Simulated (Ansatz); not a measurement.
# Br on Hf(0001): change of the work function

Wanted: Δφ(θ) for Br/Hf(0001), starting from the fcc site.

Main program and level: Ansatz 0.2.0; plane-wave DFT, PBE, Ansatz PAW.

### Step 1. The system as given

The cell holds 4 atoms: 4 Hf. Cell: a = 3.200 Å, b = 3.200 Å, c = 25.594 Å, α = 90.0°, β = 90.0°, γ = 60.0°. Vacuum lies along c.

### Step 2. The clean slab

The bare slab comes first, as the zero from which every change is counted. The two lowest layers are held at bulk places and the upper ones relax. The dipole correction removes the false field that a one-sided slab makes across the periodic vacuum, so each face gets a flat vacuum level of its own.

Input file input.yaml:

```yaml
crystal:
  lattice:
    - [3.2, 0.0, 0.0]
    - [1.6, 2.7712812921, 0.0]
    - [0.0, 0.0, 25.5936]
  atoms:
    - { symbol: Hf, position: [0.6666666667, 0.6666666667, 0.3516504126] }
    - { symbol: Hf, position: [0.0, 0.0, 0.4505501375] }
    - { symbol: Hf, position: [0.6666666667, 0.6666666667, 0.5494498625] }
    - { symbol: Hf, position: [0.0, 0.0, 0.6483495874] }
kpoints:
  mp_grid: { grid: [12, 12, 1] }
hamiltonian:
  xc: pbe
scf:
  occupations: { method: fermi_dirac, width: 0.1 }
  convergence: { dr2_threshold: 1.0e-08 }
efield:
  axis: 3
  dipole_correction: true
  ramp_position: 0.97
  ramp_width: 0.06
relax:
  f_tol: 0.02
  max_steps: 60
  constraints: [{ sites: [0, 1] }]
output:
  write_potential: true
  write_density: true
  volumetric_format: npy
```

Run with:

```sh
> ansatz run input.yaml --threads 4 --pin off --max-ram 16384MiB --backend cpu --events-out ev --progress --plain --runs-dir out
```

Standard output:

```text
Engine: ansatz 0.2.0, aarch64-unknown-linux-gnu
Pseudopotentials: kind: paw
Pseudopotential: Hf, paw, valence charge 26, recommended cutoff 420 eV (normal), Hf.paw.azcp
Functional definition: PBE
  parameter kappa = 0.804
  parameter beta = 0.066725
  exchange = pbe_x(kappa = kappa, mu = beta*pi^2/3)
  correlation = pbe_c(beta = beta)
Crystal: 4 atoms, lattice volume = 226.967 Å³
Basis set: ecut = 420 eV, 4501 PW (Γ), exchange–correlation on 48×48×360 points (8 copies of the dense FFT grid, shifted against one another)
Bands: 63, of which v1, the nominal top of the filled ones, is band 52 counted from 1 (51 counted from 0)
Symmetry: 6 space group operations
k-points: 19 of 144 (time reversal used)
Non-local potential: Hf, projectors of the file, l = 0: 3, l = 1: 2, l = 2: 2, l = 3: 3
PAW form: soft (Blöchl's): semilocal exchange-correlation on the pseudo side does not see the compensation charge
PAW one-centre angular grid: Hf, 590 points (default); XC on 64 Gauss nodes
Initial density: superposition of atomic densities (neutral atoms: chi_scale 0, normalization atom), corrected by the library's trained network
Initial wavefunctions: pseudopotential atomic-orbital guess
Functional: x = pbe(κ = 0.804, μ = 0.219515), c = pbe(β = 0.066725)
SCF iter   1: F=—  HF=-62883.574226 eV  |F-HF|=—  |Δ(HF+E_count)|=         —  Δρ=6.91e-3  dr2=2.48e0  ethr=1.77e-3  p=0.000 e·Å  D=2.71e-14 V/Å  ΔV_dip=-0.00 eV  dr2_dipole=5.24e-7  V_vac-E_F(+/−)=4.47/4.47 eV  ⟨swp⟩=5.7  Hψ=3956  notcnv=0
efield: sawtooth ramp at fractional position 0.9700 (set: `efield.ramp_position`, or a place that a band, a saddle search or an elastic batch's reference lends), width 0.0600; the density the first Hamiltonian is built on has a dipole p = 0.000 e·Å; the dipole correction subtracts the counter field D = 2.71e-14 V/Å, which shifts the + side's vacuum level by -0.00 eV against the − side's; the planar-averaged density in the ramp window peaks in size at 2.6e-5 e/Å³
preconditioner: auto → LDOS  [metal: Δε(μ)=0.011 eV  Ē_g=17.068 eV  σ=0.100 eV  W_gap=0.03  n_scr=60 (ndim 8)  ℏωp=24.1 eV  f_vac=0.553  D(μ)=6.26/eV (n_scr^D=18)  β→1.0]
SCF iter   2: F=—  HF=-62883.510512 eV  |F-HF|=—  |Δ(HF+E_count)|=   6.37e-2  Δρ=2.12e-3  dr2=5.30e-2  ethr=1.77e-3  p=-0.000 e·Å  D=-3.82e-6 V/Å  ΔV_dip=0.00 eV  dr2_dipole=6.74e-7  V_vac-E_F(+/−)=4.35/4.35 eV  ⟨swp⟩=2.1  Hψ=1531  notcnv=0  defer=7
SCF iter   3: F=—  HF=-62883.507732 eV  |F-HF|=—  |Δ(HF+E_count)|=   2.78e-3  Δρ=1.29e-3  dr2=1.82e-2  ethr=5.10e-5  p=0.000 e·Å  D=2.75e-6 V/Å  ΔV_dip=-0.00 eV  dr2_dipole=1.17e-7  V_vac-E_F(+/−)=4.38/4.38 eV  ⟨swp⟩=2.0  Hψ=2304  notcnv=0  defer=7
SCF iter   4: F=—  HF=-62883.506374 eV  |F-HF|=—  |Δ(HF+E_count)|=   1.36e-3  Δρ=3.13e-4  dr2=1.35e-3  ethr=1.75e-5  p=0.000 e·Å  D=1.63e-6 V/Å  ΔV_dip=-0.00 eV  dr2_dipole=2.59e-8  V_vac-E_F(+/−)=4.37/4.37 eV  ⟨swp⟩=1.8  Hψ=1505  notcnv=0  defer=7
SCF iter   5: F=—  HF=-62883.506585 eV  |F-HF|=—  |Δ(HF+E_count)|=   2.11e-4  Δρ=1.18e-4  dr2=3.29e-5  ethr=1.30e-6  p=0.000 e·Å  D=8.47e-7 V/Å  ΔV_dip=-0.00 eV  dr2_dipole=1.09e-8  V_vac-E_F(+/−)=4.36/4.36 eV  ⟨swp⟩=1.8  Hψ=1734  notcnv=0  defer=7
SCF iter   6: F=—  HF=-62883.506637 eV  |F-HF|=—  |Δ(HF+E_count)|=   5.19e-5  Δρ=4.63e-5  dr2=7.25e-6  ethr=3.16e-8  p=0.000 e·Å  D=5.79e-7 V/Å  ΔV_dip=-0.00 eV  dr2_dipole=1.52e-8  V_vac-E_F(+/−)=4.36/4.36 eV  ⟨swp⟩=2.2  Hψ=2138  notcnv=0  defer=7
SCF iter   7: F=—  HF=-62883.506507 eV  |F-HF|=—  |Δ(HF+E_count)|=   1.30e-4  Δρ=1.59e-5  dr2=7.02e-7  ethr=6.97e-9  p=0.000 e·Å  D=3.08e-7 V/Å  ΔV_dip=-0.00 eV  dr2_dipole=4.33e-9  V_vac-E_F(+/−)=4.36/4.36 eV  ⟨swp⟩=2.1  Hψ=2094  notcnv=0  defer=7
SCF iter   8: F=—  HF=-62883.506508 eV  |F-HF|=—  |Δ(HF+E_count)|=   1.20e-6  Δρ=6.71e-6  dr2=1.23e-7  ethr=6.75e-10  p=0.000 e·Å  D=2.18e-7 V/Å  ΔV_dip=-0.00 eV  dr2_dipole=8.53e-10  V_vac-E_F(+/−)=4.36/4.36 eV  ⟨swp⟩=2.1  Hψ=2101  notcnv=0  defer=7
SCF iter   9: F=—  HF=-62883.506508 eV  |F-HF|=—  |Δ(HF+E_count)|=   2.68e-7  Δρ=2.35e-6  dr2=1.92e-8  ethr=1.18e-10  p=0.000 e·Å  D=1.16e-7 V/Å  ΔV_dip=-0.00 eV  dr2_dipole=6.93e-14  V_vac-E_F(+/−)=4.36/4.36 eV  ⟨swp⟩=2.1  Hψ=2128  notcnv=0  defer=7
SCF iter  10: F=-62883.506508 eV  HF=-62883.506508 eV  |F-HF|=1.14e-8  |Δ(HF+E_count)|=   5.79e-8  Δρ=9.35e-7  dr2=3.60e-9  ethr=9.62e-12  p=0.000 e·Å  D=6.53e-8 V/Å  ΔV_dip=-0.00 eV  dr2_dipole=3.71e-14  V_vac-E_F(+/−)=4.36/4.36 eV  ⟨swp⟩=9.3  Hψ=8899  notcnv=0
SCF 1 converged in 10 iterations: F = -62883.506508 eV  dr2 = 3.60e-9
  greatest PAW one-centre occupation: 0.999 electrons in one spin orbital (limit 2), on the Hf atom at site 0 (counted from 0), in its partial waves of l = 0
relax step   1: F+E_penalty+E_count = -62883.50650814 eV  Δ(F+E_penalty+E_count) = +0.000e0 eV  max|allowed force component| = 8.192e-1 eV/Å  Δτ_max = 0.0000 Å  (10 SCF iters, accepted)
Initial density: handed on by an earlier stage of this run
Initial wavefunctions: those handed on with the density
SCF iter   1: F=—  HF=-62883.670937 eV  |F-HF|=—  |Δ(HF+E_count)|=         —  Δρ=9.48e-3  dr2=3.84e0  ethr=3.10e-3  p=0.000 e·Å  D=6.60e-8 V/Å  ΔV_dip=-0.00 eV  dr2_dipole=9.17e-1  V_vac-E_F(+/−)=4.38/4.38 eV  ⟨swp⟩=4.2  Hψ=2490  notcnv=0  defer=4
efield: sawtooth ramp at fractional position 0.9700 (set: `efield.ramp_position`, or a place that a band, a saddle search or an elastic batch's reference lends), width 0.0600; the density the first Hamiltonian is built on has a dipole p = 0.000 e·Å; the dipole correction subtracts the counter field D = 6.60e-8 V/Å, which shifts the + side's vacuum level by -0.00 eV against the − side's; the planar-averaged density in the ramp window peaks in size at 1.4e-7 e/Å³
preconditioner: auto → LDOS  [metal: Δε(μ)=0.008 eV  Ē_g=17.092 eV  σ=0.100 eV  W_gap=0.02  n_scr=60 (ndim 8)  ℏωp=24.1 eV  f_vac=0.557  D(μ)=5.33/eV (n_scr^D=16)  β→1.0]
SCF iter   2: F=—  HF=-62883.538296 eV  |F-HF|=—  |Δ(HF+E_count)|=   1.33e-1  Δρ=5.98e-3  dr2=4.50e-1  ethr=3.10e-3  p=0.009 e·Å  D=7.20e-3 V/Å  ΔV_dip=-0.18 eV  dr2_dipole=3.63e-2  V_vac-E_F(+/−)=4.18/4.36 eV  ⟨swp⟩=2.5  Hψ=1712  notcnv=0  defer=10
SCF iter   3: F=—  HF=-62883.508561 eV  |F-HF|=—  |Δ(HF+E_count)|=   2.97e-2  Δρ=2.78e-3  dr2=4.73e-2  ethr=4.33e-4  p=0.006 e·Å  D=4.46e-3 V/Å  ΔV_dip=-0.11 eV  dr2_dipole=3.42e-5  V_vac-E_F(+/−)=4.27/4.38 eV  ⟨swp⟩=3.0  Hψ=2355  notcnv=0  defer=10
[...]
SCF iter   7: F=—  HF=-62883.565817 eV  |F-HF|=—  |Δ(HF+E_count)|=   2.18e-6  Δρ=1.74e-5  dr2=7.22e-7  ethr=1.52e-8  p=0.002 e·Å  D=1.44e-3 V/Å  ΔV_dip=-0.04 eV  dr2_dipole=8.37e-8  V_vac-E_F(+/−)=4.34/4.38 eV  ⟨swp⟩=2.1  Hψ=2209  notcnv=0  defer=8
SCF iter   8: F=—  HF=-62883.565680 eV  |F-HF|=—  |Δ(HF+E_count)|=   1.37e-4  Δρ=6.75e-6  dr2=4.18e-7  ethr=6.94e-10  p=0.002 e·Å  D=1.36e-3 V/Å  ΔV_dip=-0.03 eV  dr2_dipole=1.31e-7  V_vac-E_F(+/−)=4.34/4.38 eV  ⟨swp⟩=2.2  Hψ=2159  notcnv=0  defer=8
SCF iter   9: F=—  HF=-62883.565680 eV  |F-HF|=—  |Δ(HF+E_count)|=   1.20e-7  Δρ=2.37e-6  dr2=6.97e-8  ethr=4.02e-10  p=0.002 e·Å  D=1.34e-3 V/Å  ΔV_dip=-0.03 eV  dr2_dipole=2.16e-8  V_vac-E_F(+/−)=4.34/4.38 eV  ⟨swp⟩=2.3  Hψ=1598  notcnv=0  defer=8
SCF iter  10: F=—  HF=-62883.565680 eV  |F-HF|=—  |Δ(HF+E_count)|=   2.58e-8  Δρ=9.36e-7  dr2=2.09e-8  ethr=6.70e-11  p=0.002 e·Å  D=1.33e-3 V/Å  ΔV_dip=-0.03 eV  dr2_dipole=7.64e-9  V_vac-E_F(+/−)=4.34/4.38 eV  ⟨swp⟩=2.1  Hψ=1661  notcnv=0  defer=8
SCF iter  11: F=-62883.565680 eV  HF=-62883.565680 eV  |F-HF|=6.62e-10  |Δ(HF+E_count)|=   3.39e-9  Δρ=3.51e-7  dr2=1.45e-9  ethr=9.62e-12  p=0.002 e·Å  D=1.32e-3 V/Å  ΔV_dip=-0.03 eV  dr2_dipole=2.40e-10  V_vac-E_F(+/−)=4.34/4.38 eV  ⟨swp⟩=9.8  Hψ=9095  notcnv=0
SCF 3 converged in 11 iterations: F = -62883.565680 eV  dr2 = 1.45e-9
relax step   3: F+E_penalty+E_count = -62883.56567999 eV  Δ(F+E_penalty+E_count) = -5.917e-2 eV  max|allowed force component| = 1.717e-1 eV/Å  Δτ_max = 0.0893 Å  (11 SCF iters, accepted)
[...]
relax step   4: F+E_penalty+E_count = -62883.56763627 eV  Δ(F+E_penalty+E_count) = -1.956e-3 eV  max|allowed force component| = 4.706e-2 eV/Å  Δτ_max = 0.0184 Å  (8 SCF iters, accepted)
SCF iter   1: F=—  HF=-62883.568121 eV  |F-HF|=—  |Δ(HF+E_count)|=         —  Δρ=3.45e-4  dr2=2.61e-3  ethr=5.67e-5  p=0.003 e·Å  D=2.04e-3 V/Å  ΔV_dip=-0.05 eV  dr2_dipole=3.65e-5  V_vac-E_F(+/−)=4.33/4.38 eV  ⟨swp⟩=2.0  Hψ=1658  notcnv=0  defer=9
efield: sawtooth ramp at fractional position 0.9700 (set: `efield.ramp_position`, or a place that a band, a saddle search or an elastic batch's reference lends), width 0.0600; the density the first Hamiltonian is built on has a dipole p = 0.003 e·Å; the dipole correction subtracts the counter field D = 2.04e-3 V/Å, which shifts the + side's vacuum level by -0.05 eV against the − side's; the planar-averaged density in the ramp window peaks in size at 1.6e-7 e/Å³
preconditioner: auto → LDOS  [metal: Δε(μ)=0.009 eV  Ē_g=17.042 eV  σ=0.100 eV  W_gap=0.02  n_scr=60 (ndim 8)  ℏωp=24.1 eV  f_vac=0.554  D(μ)=6.18/eV (n_scr^D=18)  β→1.0]
SCF iter   2: F=—  HF=-62883.567979 eV  |F-HF|=—  |Δ(HF+E_count)|=   1.42e-4  Δρ=1.79e-4  dr2=3.66e-4  ethr=2.51e-6  p=0.002 e·Å  D=1.74e-3 V/Å  ΔV_dip=-0.04 eV  dr2_dipole=1.22e-5  V_vac-E_F(+/−)=4.34/4.38 eV  ⟨swp⟩=2.0  Hψ=1515  notcnv=0  defer=9
SCF iter   3: F=—  HF=-62883.567967 eV  |F-HF|=—  |Δ(HF+E_count)|=   1.25e-5  Δρ=8.58e-5  dr2=3.95e-5  ethr=3.52e-7  p=0.002 e·Å  D=1.86e-3 V/Å  ΔV_dip=-0.05 eV  dr2_dipole=3.65e-8  V_vac-E_F(+/−)=4.33/4.38 eV  ⟨swp⟩=2.0  Hψ=2093  notcnv=0  defer=9
SCF iter   4: F=—  HF=-62883.567971 eV  |F-HF|=—  |Δ(HF+E_count)|=   4.31e-6  Δρ=2.41e-5  dr2=7.73e-6  ethr=3.79e-8  p=0.002 e·Å  D=1.84e-3 V/Å  ΔV_dip=-0.05 eV  dr2_dipole=2.66e-6  V_vac-E_F(+/−)=4.33/4.38 eV  ⟨swp⟩=2.0  Hψ=2095  notcnv=0  defer=9
SCF iter   5: F=—  HF=-62883.567835 eV  |F-HF|=—  |Δ(HF+E_count)|=   1.36e-4  Δρ=9.27e-6  dr2=2.80e-7  ethr=7.43e-9  p=0.002 e·Å  D=1.84e-3 V/Å  ΔV_dip=-0.05 eV  dr2_dipole=1.37e-9  V_vac-E_F(+/−)=4.33/4.38 eV  ⟨swp⟩=2.0  Hψ=1657  notcnv=0  defer=9
SCF iter   6: F=—  HF=-62883.567835 eV  |F-HF|=—  |Δ(HF+E_count)|=   7.87e-8  Δρ=3.23e-6  dr2=5.28e-8  ethr=2.69e-10  p=0.002 e·Å  D=1.85e-3 V/Å  ΔV_dip=-0.05 eV  dr2_dipole=4.35e-9  V_vac-E_F(+/−)=4.33/4.38 eV  ⟨swp⟩=2.0  Hψ=2116  notcnv=0  defer=9
SCF iter   7: F=—  HF=-62883.567835 eV  |F-HF|=—  |Δ(HF+E_count)|=   3.57e-8  Δρ=1.30e-6  dr2=1.03e-8  ethr=9.62e-12  p=0.002 e·Å  D=1.86e-3 V/Å  ΔV_dip=-0.05 eV  dr2_dipole=3.94e-10  V_vac-E_F(+/−)=4.33/4.38 eV  ⟨swp⟩=10.3  Hψ=9635  notcnv=0
SCF iter   8: F=-62883.567835 eV  HF=-62883.567835 eV  |F-HF|=5.09e-11  |Δ(HF+E_count)|=   6.89e-9  Δρ=5.25e-7  dr2=1.69e-9  ethr=9.62e-12  p=0.002 e·Å  D=1.86e-3 V/Å  ΔV_dip=-0.05 eV  dr2_dipole=5.32e-10  V_vac-E_F(+/−)=4.33/4.38 eV  ⟨swp⟩=9.7  Hψ=8498  notcnv=0
SCF 5 converged in 8 iterations: F = -62883.567835 eV  dr2 = 1.69e-9
relax step   5: F+E_penalty+E_count = -62883.56783470 eV  Δ(F+E_penalty+E_count) = -1.984e-4 eV  max|allowed force component| = 1.704e-3 eV/Å  Δτ_max = 0.0094 Å  (8 SCF iters, accepted)
NSCF: frozen V_eff on 19 k-points
the band table was solved once a step of the walk had ended and its energy, with any forces and stress, was formed, with the checks that follow a solve (5245 applications of the Hamiltonian). They found nothing against the state; the energy, forces and stress were not computed again (output.eigenvalues in the input reference)
WARN: The output density's exchange-correlation potential varies sharply where the density is thin. Do not read a vacuum level from v_tot or v_xc, or from such a field of the output density. On a cell that repeats whose density bears no net charge and no dipole along the vacuum's axis use v_es (v_loc + v_h of the components); under efield.dipole_correction with no amplitude use v_es + v_field, which holds any externa [...]
SCF converged after 8 iterations
Free energy (F): -62883.567835 eV
Harris-Foulkes:  -62883.567835 eV  (|F-HF|=5.09e-11)
Internal energy: -62883.372085 eV  (E = F + TS)
E sigma→0 (E₀):  -62883.469960 eV
Entropy (-TS):   -0.195750 eV (-48.937 meV/atom)
Fermi energy:    5.322127 eV
Dipole field:    D = 0.001891 V/Å  (p = 0.002372 e·Å, saw-weighted, corrected)
Work function:   Φ+ = 4.3323 eV   Φ− = 4.3807 eV
Levels:          The Fermi level and band energies are counted from a zero that moves with the ramp; work functions are not
--- Per-component energies (eV) ---
  E_band       = -1375.554868
  E_kinetic    = 1692.852933
  E_local      = -198039.683772  (includes V_loc(G=0)·N_el)
  E_nonlocal   = -4977.793772
  E_hartree    = 97660.541322
  E_xc         = -1197.750381
  E_vxc        = -1061.044369  (∫ρ·V_xc dr)
  E_paw        = -27710.418735  (= ΣΔE_a)
  E_vpaw       = 5689.037659  (= ΣTr[D̂ρ^β])
  E_aug_tail   = -0.000005  (compensation charges beyond the density's cutoff)
  E_efield     = 0.000002  (sawtooth field / dipole correction)
  E_vefield    = -0.003193  (∫n·V_field dr)
  E_ewald      = 69688.880323
  E_smearing   = -0.195750  (= −TS)
  E_closure    = -0.000000  (closes the sum)
  Σ components = -62883.567835   (vs F -62883.567835, Δ=0.00e0)
--- Forces (eV/Å), atoms counted from 1 ---
  atom   1  Hf    -0.00000000     0.00000000     0.66028476
  atom   2  Hf     0.00000000    -0.00000000    -0.65727949
  atom   3  Hf    -0.00000000     0.00000000    -0.00130238
  atom   4  Hf     0.00000000    -0.00000000    -0.00170409
  max |Σ_I F_I| component: 1.19e-6 eV/Å
--- Band table (eV; the first three rows and the last of 19) ---
  k-point 0: bands = [... 48 lower, 5.0697, 5.3423, 5.7534, 6.0479, 6.3967, 6.3967, 6.4979, 6.4979, ... 7 higher]
  k-point 1: bands = [... 48 lower, 4.9871, 5.2870, 5.5948, 5.9285, 6.2135, 6.2357, 6.5548, 6.5574, ... 7 higher]
  k-point 2: bands = [... 48 lower, 4.6880, 4.9972, 5.1933, 5.5914, 5.7265, 5.9912, 6.3752, 6.6642, ... 7 higher]
  k-point 18: bands = [... 48 lower, 4.0352, 4.2042, 4.2896, 5.2805, 5.3081, 5.4817, 5.5196, 5.7372, ... 7 higher]
--- Relaxed structure (5 steps of the walk, 4 accepted, 0 SCFs on fresh bases) ---
  F+E_penalty+E_count = -62883.56783470 eV   max|allowed force component| = 1.704e-3 eV/Å
  atoms:
    - { symbol: Hf, position: [0.666667, 0.666667, 0.3516504126] }
    - { symbol: Hf, position: [0.0, 0.0, 0.4505501375] }
    - { symbol: Hf, position: [0.666667, 0.666667, 0.553686] }
    - { symbol: Hf, position: [0, 0, 0.646654] }
```

It took 35 s on 4 threads of Arm Neoverse V1, shared host; peak memory 0.71 GiB.

Reading the cycles: dr2 is the Hartree energy of the density residual (eV), the measure of convergence; HF is the Harris–Foulkes estimate of the energy, which meets the free energy F at convergence.

Step by step:

```tsv
step	energy less that of the first step (eV)	largest force component (eV/Å)
1	0.0000	0.8192
2	0.0064	1.1135
3	-0.0592	0.1717
4	-0.0611	0.0471
5	-0.0613	0.0017
```

Relaxation step 2 was tried and not accepted.

Forces are held to the 6 operations that the program found; a distortion that breaks them can't arise in this run.

The atoms that moved most (Å):

```tsv
atom	dx	dy	dz	length
Hf3	0.000	0.000	0.108	0.108
Hf4	0.000	0.000	-0.043	0.043
```

Final coordinates:

```cif
data_structure
_symmetry_space_group_name_H-M 'P 1'
_symmetry_Int_Tables_number 1
_cell_length_a 3.2000
_cell_length_b 3.2000
_cell_length_c 25.5936
_cell_angle_alpha 90.000
_cell_angle_beta 90.000
_cell_angle_gamma 60.000
_cell_volume 226.97
loop_
_atom_site_label
_atom_site_type_symbol
_atom_site_fract_x
_atom_site_fract_y
_atom_site_fract_z
_atom_site_occupancy
Hf1 Hf 0.66667 0.66667 0.35165 1
Hf2 Hf 0.00000 0.00000 0.45055 1
Hf3 Hf 0.66667 0.66667 0.55369 1
Hf4 Hf 0.00000 0.00000 0.64665 1
```

Numbers from this step:

| Property | Result |
| --- | --- |
| energy at zero smearing | -62883.4700 eV |
| work function, upper face | 4.332 eV |
| work function, lower face | 4.381 eV |
| dipole along the normal | 0.002372 e·Å |
| step between the vacuum levels | -0.04841 eV |

Running mean over 2.5312 Å of the planar mean; the ramp of the sawtooth is left out. The electron's electrostatic potential energy less the Fermi level by z:

```tsv
z (Å)	electron's electrostatic potential energy less the Fermi level (eV)
3	4.38
4	4.38
5	4.35
6	4.13
7	2.31
8	-4.04
9	-7.41
10	-7.30
11	-7.26
12	-7.07
13	-6.68
14	-7.23
15	-8.07
16	-7.96
17	-6.75
18	-0.937
19	3.51
20	4.24
21	4.32
22	4.33
```

The relaxation took 5 steps and lowered the energy by 0.061 eV; the largest force on the free atoms ends at 0.0017 eV/Å.

The work function of the upper face is 4.33 eV.

(Part 1 of 4 ends here.)

[Long decimals in the printed logs are rounded to 6 places.]

[Logs are printed without paths, hosts, clocks, repeated set-up lines and the standing remarks that a program may print on its own settings, such as how far it seeks lower states.]

[Hosts, paths, dates, database ids (printed as entryN), source tags and the programs' standing remarks are cut or masked in the printed files.]

[Maps of the electrostatic potential energy from Ansatz leave out the sawtooth potential of an applied field or a dipole correction, so their vacuum need not be flat; planar profiles and work functions include it.]
